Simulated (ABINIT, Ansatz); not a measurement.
Computed results, one entry a study.

PbS (Galena): G0W0 with ABINIT, start to end. Symmetry: Fm-3m, No. 225, cubic system. The conventional cell has a = 5.931 Å, b = 5.931 Å, c = 5.931 Å, α = 90.00°, β = 90.00°, γ = 90.00°. Nearest to Pb lie 6 S at 2.97 Å. Nearest to S lie 6 Pb at 2.97 Å. Farther neighbours, and contacts between anions beyond the nearest, are not listed. The calculation used RPA screening on PBE, plane waves, norm-conserving pseudopotentials (and 2 further levels or steps) in ABINIT 10.8.3, with cutoff 32 Ha, PseudoDojo scalar-relativistic 0.4 stringent, norm-conserving, potential set dojo-sr-pbe-0.4-stringent, ngkpt (6, 6, 6), nband 349, ecuteps 10 Ha, inclvkb 2, shiftk (0, 0, 0), symchi 1, awtr 1, frequency ppm, 6×6×6 k-mesh. The PBE gap is 0.36 eV, direct, the G0W0 gap on the mesh is 0.74 eV and the GW settings are 6×6×6 mesh, 349 bands, screening to 272.1 eV, Godby-Needs plasmon pole. The known limits are short of the basis limit; model gap, bands may invert with spin-orbit coupling; mesh may overstate the screening; no spin-orbit coupling. It took 5 runs, 22 min in all on 8 MPI ranks of Arm Neoverse V1, shared host. G0W0 moves the gap on the mesh from 0.36 eV to 0.74 eV (+0.38 eV), with Z of 0.78 and 0.81 at the edges. Local fields lower the RPA ε∞ on this mesh from 33.12 to 31.07. The database entry behind the starting cell differs from other determinations of this structure. The cell and positions come from the Crystallography Open Database and are kept as given unless a step says otherwise. Limits: mesh may overstate the screening; no spin-orbit coupling. The RPA ε∞ on this mesh reaches over 25; with a narrow direct gap a coarse mesh can overstate it, and the correction is then too small.

```xyz
2
Lattice="0.0000 2.9657 2.9657 2.9657 0.0000 2.9657 2.9657 2.9657 0.0000" Properties=species:S:1:pos:R:3 pbc="T T T"
Pb    0.0000    0.0000    0.0000
S     2.9657    2.9657    2.9657
```

[Long decimals in the printed logs are rounded to 6 places.]

[Logs are printed without paths, hosts, clocks, repeated set-up lines and the standing remarks that a program may print on its own settings, such as how far it seeks lower states.]

[Paths, hosts, dates, memory and timing lines, banners, echoed tables and standing remarks are left out of the program output; an Ansatz launch command may be rebuilt from the run's recorded settings. Measured values are a selection of at most five: reports struck by readers or far from the other reports are left out. None is set beside runs whose start may be inverted or whose files or cutoffs have a known fault.]

[Runs of the session that timed out or met a known fault of the program may be left out.]

[Hosts, paths, dates, database ids (printed as entryN), source tags and the programs' standing remarks are cut or masked in the printed files.]

[G0W0 gaps are taken among the corrected bands and points alone; a level outside them can change the order at an edge.]

[Where Ansatz stands beside ABINIT at settings called matched, ABINIT's density can come from a denser mesh and the files from another edition; pairs whose starting gaps differed by over 0.03 eV were left out, so agreement reads better than it is.]
